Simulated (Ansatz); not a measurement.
## Ta wire along [111], 19 atoms a period: bands along the axis

Aim: is the Ta wire along [111], 19 atoms a period a metal or a semiconductor?

Main program and level: Ansatz 0.2.0; DFT PBE, plane waves, PAW; relaxation of a wire's period; PAW set soft_1, in the first sound run; inputs show where later runs differ.

**1. Set-up**

The cell holds 19 atoms: 19 Ta. Its edges and angles: a = 16.190 Å, b = 17.643 Å, c = 2.875 Å, α = 90.0°, β = 90.0°, γ = 90.0°. Vacuum lies along a and b. The structure's axis is c.

**2. Relaxation of atoms and period**

Band widths follow the bond lengths, so the wire is relaxed first. The atoms and the third cell vector are free; the box across stays fixed as vacuum. A Fermi-Dirac smearing is set since the result may be a metal. The pressure printed is a third of the stress's trace over the whole box, vacuum included; only the stress along the axis is relaxed.

The input, input.yaml:

```yaml
crystal:
  lattice:
    - [16.19, 0.0, 0.0]
    - [0.0, 17.643, 0.0]
    - [0.0, 0.0, 2.8752043406]
  atoms:
    - { symbol: Ta, position: [0.210006177, 0.500002114, 0.0] }
    - { symbol: Ta, position: [0.355008926, 0.730470457, 0.0] }
    - { symbol: Ta, position: [0.500011676, 0.500002114, 0.0] }
    - { symbol: Ta, position: [0.645014425, 0.730470457, 0.0] }
    - { symbol: Ta, position: [0.210006177, 0.653647676, 0.333333333] }
    - { symbol: Ta, position: [0.355008926, 0.423179333, 0.333333333] }
    - { symbol: Ta, position: [0.500011676, 0.19271099, 0.333333333] }
    - { symbol: Ta, position: [0.500011676, 0.653647676, 0.333333333] }
    - { symbol: Ta, position: [0.645014425, 0.423179333, 0.333333333] }
    - { symbol: Ta, position: [0.790017174, 0.653647676, 0.333333333] }
    - { symbol: Ta, position: [0.210006177, 0.346356552, 0.666666667] }
    - { symbol: Ta, position: [0.355008926, 0.576824895, 0.666666667] }
    - { symbol: Ta, position: [0.500011676, 0.346356552, 0.666666667] }
    - { symbol: Ta, position: [0.500011676, 0.807293238, 0.666666667] }
    - { symbol: Ta, position: [0.645014425, 0.576824895, 0.666666667] }
    - { symbol: Ta, position: [0.790017174, 0.346356552, 0.666666667] }
    - { symbol: Ta, position: [0.355008926, 0.269533771, 0.0] }
    - { symbol: Ta, position: [0.645014425, 0.269533771, 0.0] }
    - { symbol: Ta, position: [0.790017174, 0.500002114, 0.0] }
kpoints:
  mp_grid: { grid: [1, 1, 28] }
scf:
  occupations: { method: fermi_dirac, width: 0.05 }
hamiltonian:
  xc: pbe
  pseudopotentials: { kind: paw, azcp: { folder: soft_1 } }
relax:
  cell: { fix: [a, b, alpha, beta, gamma] }
  max_steps: 45
  f_tol: 0.03
```

Command:

```console
> ansatz run input.yaml --threads 4 --pin off --max-ram 16384MiB --backend cpu --events-out ev --progress --plain --runs-dir out
```

Numbers of over 12 decimals in the logs are rounded to 6 here.

The program printed:

```text
Engine: ansatz 0.2.0, aarch64-unknown-linux-gnu
Pseudopotentials: kind: paw
Pseudopotential: Ta, paw, valence charge 13, recommended cutoff 420 eV (normal), soft_1/Ta.paw.azcp
Functional definition: PBE
  parameter kappa = 0.804
  parameter beta = 0.066725
  exchange = pbe_x(kappa = kappa, mu = beta*pi^2/3)
  correlation = pbe_c(beta = beta)
Crystal: 19 atoms, lattice volume = 821.274 Å³
Basis set: ecut = 420 eV, 16053 PW (Γ), exchange–correlation on 240×240×40 points (8 copies of the dense FFT grid, shifted against one another)
Bands: 149, of which v1, the nominal top of the filled ones, is band 124 counted from 1 (123 counted from 0)
Symmetry: 4 space group operations
Space group: P2/m (ITA 10), of the structure as read, at distance tolerance 9.4e-5 Å
k-points: 15 of 28
Non-local potential: Ta, projectors of the file, l = 0: 3, l = 1: 2, l = 2: 2, l = 3: 1
PAW form: soft (Blöchl's): semilocal exchange-correlation on the pseudo side does not see the compensation charge
PAW one-centre angular grid: Ta, 590 points (default); XC on 64 Gauss nodes
Initial density: superposition of atomic densities (neutral atoms: chi_scale 0, normalization atom)
Initial wavefunctions: pseudopotential atomic-orbital guess
Functional: x = pbe(κ = 0.804, μ = 0.219515), c = pbe(β = 0.066725)
SCF iter   1: F=—  HF=-188731.349612 eV  |F-HF|=—  |Δ(HF+E_count)|=         —  Δρ=4.60e-2  dr2=2.43e2  ethr=3.10e-3  ⟨swp⟩=10.5  Hψ=10828  notcnv=0  defer=7
preconditioner: auto → LDOS  [metal: Δε(μ)=0.004 eV  Ē_g=4.088 eV  σ=0.050 eV  W_gap=0.02  n_scr=124 (ndim 8)  ℏωp=12.6 eV  f_vac=0.430  D(μ)=24.07/eV (n_scr^D=140)  β→1.0]
SCF iter   2: F=—  HF=-188719.631458 eV  |F-HF|=—  |Δ(HF+E_count)|=    1.17e1  Δρ=3.98e-2  dr2=1.54e2  ethr=3.10e-3  ⟨swp⟩=5.8  Hψ=6514  notcnv=0  defer=91
SCF iter   3: F=—  HF=-188713.740118 eV  |F-HF|=—  |Δ(HF+E_count)|=    5.89e0  Δρ=1.16e-2  dr2=2.06e1  ethr=3.10e-3  ⟨swp⟩=4.8  Hψ=5431  notcnv=0  defer=52
SCF iter   4: F=—  HF=-188712.865277 eV  |F-HF|=—  |Δ(HF+E_count)|=   8.75e-1  Δρ=3.61e-3  dr2=1.43e0  ethr=3.10e-3  ⟨swp⟩=2.3  Hψ=2745  notcnv=0  defer=55
SCF iter   5: F=—  HF=-188712.784846 eV  |F-HF|=—  |Δ(HF+E_count)|=   8.04e-2  Δρ=1.24e-3  dr2=6.25e-2  ethr=5.79e-4  ⟨swp⟩=2.8  Hψ=3371  notcnv=0  defer=75
SCF iter   6: F=—  HF=-188712.784593 eV  |F-HF|=—  |Δ(HF+E_count)|=   2.53e-4  Δρ=3.88e-4  dr2=4.59e-3  ethr=2.53e-5  ⟨swp⟩=2.1  Hψ=3057  notcnv=0  defer=75
SCF iter   7: F=—  HF=-188712.784492 eV  |F-HF|=—  |Δ(HF+E_count)|=   1.01e-4  Δρ=1.18e-4  dr2=1.12e-3  ethr=1.86e-6  ⟨swp⟩=2.0  Hψ=2964  notcnv=0  defer=75
SCF iter   8: F=—  HF=-188712.784480 eV  |F-HF|=—  |Δ(HF+E_count)|=   1.14e-5  Δρ=4.78e-5  dr2=8.54e-5  ethr=4.55e-7  ⟨swp⟩=2.0  Hψ=2638  notcnv=0  defer=75
SCF iter   9: F=—  HF=-188712.784058 eV  |F-HF|=—  |Δ(HF+E_count)|=   4.22e-4  Δρ=1.28e-5  dr2=3.70e-6  ethr=3.46e-8  ⟨swp⟩=2.0  Hψ=3053  notcnv=0  defer=75
SCF iter  10: F=—  HF=-188712.784059 eV  |F-HF|=—  |Δ(HF+E_count)|=   6.84e-7  Δρ=4.95e-6  dr2=8.30e-7  ethr=1.50e-9  ⟨swp⟩=3.4  Hψ=4468  notcnv=0  defer=75
SCF iter  11: F=—  HF=-188712.784059 eV  |F-HF|=—  |Δ(HF+E_count)|=   1.15e-7  Δρ=1.86e-6  dr2=1.01e-7  ethr=3.36e-10  ⟨swp⟩=2.2  Hψ=2907  notcnv=0  defer=75
SCF iter  12: F=-188712.784059 eV  HF=-188712.784059 eV  |F-HF|=4.39e-9  |Δ(HF+E_count)|=   1.70e-8  Δρ=6.00e-7  dr2=9.87e-9  ethr=4.05e-11  ⟨swp⟩=4.7  Hψ=6543  notcnv=0
SCF 1 converged in 12 iterations: F = -188712.784059 eV  dr2 = 9.87e-9
  greatest PAW one-centre occupation: 0.999 electrons in one spin orbital (limit 2), on the Ta atom at site 2 (counted from 0), in its partial waves of l = 0
relax step   1: F+E_penalty+E_count = -188712.78405930 eV  Δ(F+E_penalty+E_count) = +0.000e0 eV  max|allowed force component| = 1.507e0 eV/Å  Δτ_max = 0.0000 Å  P = -5.299 GPa  Ω = 821.274 Å³  fix = [a, b, alpha, beta, gamma]  reactions: a -4.892, b -4.869 GPa; alpha +0.008 GPa/rad  (12 SCF iters, dr2 threshold 1.00e-7 eV, accepted)
Crystal: 19 atoms, lattice volume = 787.085 Å³
Basis set: ecut = 420 eV, 15505 PW (Γ), exchange–correlation on 240×240×40 points (8 copies of the dense FFT grid, shifted against one another)
Initial density: handed on by an earlier stage of this run
Initial wavefunctions: those handed on with the density
iter 1 solved again at ethr=3.03e-3 eV; its pass at ethr=3.10e-3 eV (dr2=7.49e0 eV) is discarded
SCF iter   1: F=—  HF=-188714.558953 eV  |F-HF|=—  |Δ(HF+E_count)|=         —  Δρ=1.34e-2  dr2=7.51e0  ethr=3.03e-3  ⟨swp⟩=2.3  Hψ=12567  notcnv=0
preconditioner: auto → LDOS  [metal: Δε(μ)=0.001 eV  Ē_g=3.673 eV  σ=0.050 eV  W_gap=0.00  n_scr=114 (ndim 8)  ℏωp=12.9 eV  f_vac=0.463  D(μ)=27.67/eV (n_scr^D=196)  β→1.0]
SCF iter   2: F=—  HF=-188714.199322 eV  |F-HF|=—  |Δ(HF+E_count)|=   3.60e-1  Δρ=8.67e-3  dr2=2.70e0  ethr=3.03e-3  ⟨swp⟩=3.2  Hψ=3832  notcnv=0  defer=9
SCF iter   3: F=—  HF=-188713.889265 eV  |F-HF|=—  |Δ(HF+E_count)|=   3.10e-1  Δρ=2.13e-3  dr2=2.12e-1  ethr=1.09e-3  ⟨swp⟩=2.1  Hψ=3518  notcnv=0  defer=94
SCF iter   4: F=—  HF=-188713.868062 eV  |F-HF|=—  |Δ(HF+E_count)|=   2.12e-2  Δρ=5.24e-4  dr2=4.39e-3  ethr=8.56e-5  ⟨swp⟩=2.9  Hψ=4498  notcnv=0  defer=94
SCF iter   5: F=—  HF=-188713.869096 eV  |F-HF|=—  |Δ(HF+E_count)|=   1.03e-3  Δρ=1.46e-4  dr2=3.82e-4  ethr=1.78e-6  ⟨swp⟩=2.0  Hψ=2906  notcnv=0  defer=94
SCF iter   6: F=—  HF=-188713.868884 eV  |F-HF|=—  |Δ(HF+E_count)|=   2.12e-4  Δρ=4.45e-5  dr2=5.68e-5  ethr=1.54e-7  ⟨swp⟩=2.0  Hψ=2982  notcnv=0  defer=94
SCF iter   7: F=—  HF=-188713.868899 eV  |F-HF|=—  |Δ(HF+E_count)|=   1.43e-5  Δρ=1.91e-5  dr2=1.19e-5  ethr=2.30e-8  ⟨swp⟩=2.0  Hψ=2830  notcnv=0  defer=94
SCF iter   8: F=-188713.868898 eV  HF=-188713.868898 eV  |F-HF|=1.87e-7  |Δ(HF+E_count)|=   2.83e-7  Δρ=6.00e-6  dr2=6.46e-7  ethr=7.69e-10  ⟨swp⟩=3.6  Hψ=8566  notcnv=0
SCF 2 converged in 8 iterations: F = -188713.868898 eV  dr2 = 6.46e-7
  greatest PAW one-centre occupation: 0.999 electrons in one spin orbital (limit 2), on the Ta atom at site 14 (counted from 0), in its partial waves of l = 0
relax step   2: F+E_penalty+E_count = -188713.86889821 eV  Δ(F+E_penalty+E_count) = -1.085e0 eV  max|allowed force component| = 8.064e-1 eV/Å  Δτ_max = 0.1948 Å  P = +1.628 GPa  Ω = 787.085 Å³  energy of the carried Pulay correction = +3.077e-3 eV  fix = [a, b, alpha, beta, gamma]  reactions: a +1.226, b +1.266 GPa; alpha -0.006 GPa/rad  (8 SCF iters, dr2 threshold 1.90e-6 eV, accepted)
Crystal: 19 atoms, lattice volume = 798.954 Å³
Basis set: ecut = 420 eV, 15693 PW (Γ), exchange–correlation on 240×240×40 points (8 copies of the dense FFT grid, shifted against one another)
[...]
relax step   4: F+E_penalty+E_count = -188714.09990487 eV  Δ(F+E_penalty+E_count) = -4.735e-2 eV  max|allowed force component| = 1.080e-1 eV/Å  Δτ_max = 0.0551 Å  P = -0.234 GPa  Ω = 798.073 Å³  energy of the carried Pulay correction = +2.074e-3 eV  fix = [a, b, alpha, beta, gamma]  reactions: a -0.306, b -0.256 GPa; alpha +0.001 GPa/rad  (7 SCF iters, dr2 threshold 1.90e-6 eV, accepted)
[...]
relax step   5: F+E_penalty+E_count = -188714.10328080 eV  Δ(F+E_penalty+E_count) = -3.376e-3 eV  max|allowed force component| = 5.084e-2 eV/Å  Δτ_max = 0.0363 Å  P = -0.131 GPa  Ω = 797.615 Å³  energy of the carried Pulay correction = +2.115e-3 eV  fix = [a, b, alpha, beta, gamma]  reactions: a -0.215, b -0.162 GPa; alpha -0.007 GPa/rad  (6 SCF iters, dr2 threshold 7.29e-7 eV, accepted)
[...]
relax step   6: F+E_penalty+E_count = -188714.10827308 eV  Δ(F+E_penalty+E_count) = -4.992e-3 eV  max|allowed force component| = 1.372e-2 eV/Å  Δτ_max = 0.0259 Å  P = -0.048 GPa  Ω = 797.738 Å³  energy of the carried Pulay correction = +2.104e-3 eV  fix = [a, b, alpha, beta, gamma]  reactions: a -0.120, b -0.068 GPa; alpha +0.000 GPa/rad  (7 SCF iters, dr2 threshold 1.62e-7 eV, accepted)
Initial wavefunctions: pseudopotential atomic-orbital guess (no wavefunctions were taken with the density)
iter 1 solved again at ethr=3.50e-6 eV; its pass at ethr=3.10e-3 eV (dr2=8.64e-3 eV) is discarded
SCF iter   1: F=—  HF=-188714.106559 eV  |F-HF|=—  |Δ(HF+E_count)|=         —  Δρ=3.60e-5  dr2=1.25e-6  ethr=3.50e-6  ⟨swp⟩=4.1  Hψ=15368  notcnv=0  defer=1
eigensolver tolerance schedule: the retry pair's looser diagonalisation over-reported the residual by 6914.91 of it (diagonalisation noise at an unbounded share of the residual, at the tolerance the schedule requests for it); recorded, not acted on — ethr = c·dr2/N_el stays at c = 1.0e-1
preconditioner: auto → LDOS  [metal: Δε(μ)=0.010 eV  Ē_g=3.494 eV  σ=0.050 eV  W_gap=0.05  n_scr=114 (ndim 8)  ℏωp=12.8 eV  f_vac=0.458  D(μ)=29.04/eV (n_scr^D=224)  β→1.0]
SCF iter   2: F=—  HF=-188714.106235 eV  |F-HF|=—  |Δ(HF+E_count)|=   3.24e-4  Δρ=5.94e-6  dr2=8.25e-8  ethr=5.06e-10  ⟨swp⟩=4.6  Hψ=7389  notcnv=0
SCF iter   3: F=—  HF=-188714.106235 eV  |F-HF|=—  |Δ(HF+E_count)|=   3.46e-9  Δρ=1.23e-6  dr2=2.14e-8  ethr=3.34e-11  ⟨swp⟩=2.0  Hψ=4106  notcnv=0
SCF iter   4: F=—  HF=-188714.106235 eV  |F-HF|=—  |Δ(HF+E_count)|=   3.35e-9  Δρ=4.79e-7  dr2=7.34e-9  ethr=8.65e-12  ⟨swp⟩=2.0  Hψ=3841  notcnv=0
SCF iter   5: F=—  HF=-188714.106235 eV  |F-HF|=—  |Δ(HF+E_count)|=  6.98e-10  Δρ=2.05e-7  dr2=8.67e-10  ethr=2.97e-12  ⟨swp⟩=2.0  Hψ=2971  notcnv=0
SCF iter   6: F=—  HF=-188714.106235 eV  |F-HF|=—  |Δ(HF+E_count)|=  1.16e-10  Δρ=8.92e-8  dr2=1.90e-10  ethr=1.00e-12  ⟨swp⟩=5.0  Hψ=8202  notcnv=0
SCF iter   7: F=-188714.106235 eV  HF=-188714.106235 eV  |F-HF|=8.73e-11  |Δ(HF+E_count)|=  5.82e-11  Δρ=2.17e-8  dr2=1.27e-11  ethr=1.00e-12  ⟨swp⟩=4.0  Hψ=6477  notcnv=0
SCF 7 converged in 7 iterations: F = -188714.106235 eV  dr2 = 1.27e-11
relax step   7: F+E_penalty+E_count = -188714.10623522 eV  Δ(F+E_penalty+E_count) = +2.038e-3 eV  max|allowed force component| = 1.365e-2 eV/Å  Δτ_max = 0.0000 Å  P = -0.048 GPa  Ω = 797.738 Å³  fix = [a, b, alpha, beta, gamma]  reactions: a -0.118, b -0.067 GPa; alpha +0.000 GPa/rad  stress off target by 4.06e-2 GPa on what of the cell is left free  SCF on the basis re-selected at this cell (its energy is not comparable with the rows above)  (7 SCF iters)
basis re-selected at this cell: Δ(F+E_penalty+E_count) = +2.038e-3 eV, ΔP = +0.000 GPa vs the last step (what re-selecting the basis moved, of the pressure what is left beyond the Pulay correction that the steps carried, after the strain that the cell walked since its last selection, with what the two solves' SCF thresholds leave and, on support functions, any second-order correction that the steps lacked; it is no m [...]
SCF converged after 7 iterations
Free energy (F): -188714.106235 eV
Harris-Foulkes:  -188714.106235 eV  (|F-HF|=8.73e-11)
Internal energy: -188713.871733 eV  (E = F + TS)
E sigma→0 (E₀):  -188713.988984 eV
Entropy (-TS):   -0.234502 eV (-12.342 meV/atom)
Fermi energy:    5.811791 eV
--- Per-component energies (eV) ---
  E_band       = -5171.318388
  E_kinetic    = 7474.548778
  E_local      = -119361.183889  (includes V_loc(G=0)·N_el)
  E_nonlocal   = -207.291453
  E_hartree    = 56649.145923
  E_xc         = -6089.915770
  E_vxc        = -4420.270056  (∫ρ·V_xc dr)
  E_paw        = -157786.629583  (= ΣΔE_a)
  E_vpaw       = -1955.415086  (= ΣTr[D̂ρ^β])
  E_aug_tail   = 0.001791  (compensation charges beyond the density's cutoff)
  E_ewald      = 30607.452469
  E_smearing   = -0.234502  (= −TS)
  E_closure    = 0.000000  (closes the sum)
  Σ components = -188714.106235   (vs F -188714.106235, Δ=0.00e0)
--- Forces (eV/Å), atoms counted from 1 ---
  atom   1  Ta    -0.00291430     0.00000000     0.00000000
  atom   2  Ta    -0.00421030     0.00025040     0.00084078
  atom   3  Ta     0.00000000     0.00000000     0.00000000
  atom   4  Ta     0.00421030     0.00025040     0.00084078
  atom   5  Ta     0.01251167    -0.00634718     0.00062472
  atom   6  Ta     0.00045993    -0.00169793     0.00119218
  atom   7  Ta     0.00000000     0.01364833     0.00272478
  atom   8  Ta     0.00000000     0.00255165     0.00154037
  atom   9  Ta    -0.00045993    -0.00169793     0.00119218
  atom  10  Ta    -0.01251167    -0.00634718     0.00062472
  atom  11  Ta     0.01251167     0.00634718    -0.00062472
  atom  12  Ta     0.00045993     0.00169793    -0.00119218
  atom  13  Ta     0.00000000    -0.00255165    -0.00154037
  atom  14  Ta     0.00000000    -0.01364833    -0.00272478
  atom  15  Ta    -0.00045993     0.00169793    -0.00119218
  atom  16  Ta    -0.01251167     0.00634718    -0.00062472
  atom  17  Ta    -0.00421030    -0.00025040    -0.00084078
  atom  18  Ta     0.00421030    -0.00025040    -0.00084078
  atom  19  Ta     0.00291430     0.00000000     0.00000000
  max |Σ_I F_I| component: 8.67e-19 eV/Å
--- Stress (GPa, compression-positive) ---
       -0.118378       0.000000       0.000000
        0.000000      -0.067095      -0.000464
        0.000000      -0.000464       0.040626
  P = ⅓ Tr σ = -0.0483 GPa (-0.483 kbar)
--- Relaxed structure (6 steps of the walk, 6 accepted, 1 SCFs on fresh bases) ---
  F+E_penalty+E_count = -188714.10623522 eV   max|allowed force component| = 1.365e-2 eV/Å   (the final SCF, on the basis selected at the relaxed cell)
  cell:  # Å, volume = 797.7377 Å³
    - [16.19, 0.0, 0.0]
    - [0.0, 17.643, 0]
    - [0.0, 0, 2.792807]
  atoms:
    - { symbol: Ta, position: [0.212675, 0.500000, -1.5281946747691608e-19] }
    - { symbol: Ta, position: [0.356523, 0.727994, -0.000389586] }
    - { symbol: Ta, position: [0.500012, 0.500000, -1.5281946747691608e-19] }
    - { symbol: Ta, position: [0.643501, 0.727994, -0.000389586] }
    - { symbol: Ta, position: [0.219277, 0.648593, 0.320060] }
    - { symbol: Ta, position: [0.356310, 0.423981, 0.333864] }
    - { symbol: Ta, position: [0.500012, 0.202769, 0.318990] }
    - { symbol: Ta, position: [0.500012, 0.652086, 0.333886] }
    - { symbol: Ta, position: [0.643713, 0.423981, 0.333864] }
    - { symbol: Ta, position: [0.780746, 0.648593, 0.320060] }
    - { symbol: Ta, position: [0.219277, 0.351407, 0.679940] }
    - { symbol: Ta, position: [0.356310, 0.576019, 0.666136] }
    - { symbol: Ta, position: [0.500012, 0.347914, 0.666114] }
    - { symbol: Ta, position: [0.500012, 0.797231, 0.681010] }
    - { symbol: Ta, position: [0.643713, 0.576019, 0.666136] }
    - { symbol: Ta, position: [0.780746, 0.351407, 0.679940] }
    - { symbol: Ta, position: [0.356523, 0.272006, 0.000389586] }
    - { symbol: Ta, position: [0.643501, 0.272006, 0.000389586] }
    - { symbol: Ta, position: [0.787348, 0.500000, -1.5281946747691608e-19] }
```

Elapsed: 5.8 min, on 4 threads of Arm Neoverse V1, shared host; peak memory 3.2 GiB.

(Part 1 of 2 ends here.)

[Logs are printed without paths, hosts, clocks, repeated set-up lines and the standing remarks that a program may print on its own settings, such as how far it seeks lower states.]

[Hosts, paths, dates, database ids (printed as entryN), source tags and the programs' standing remarks are cut or masked in the printed files.]
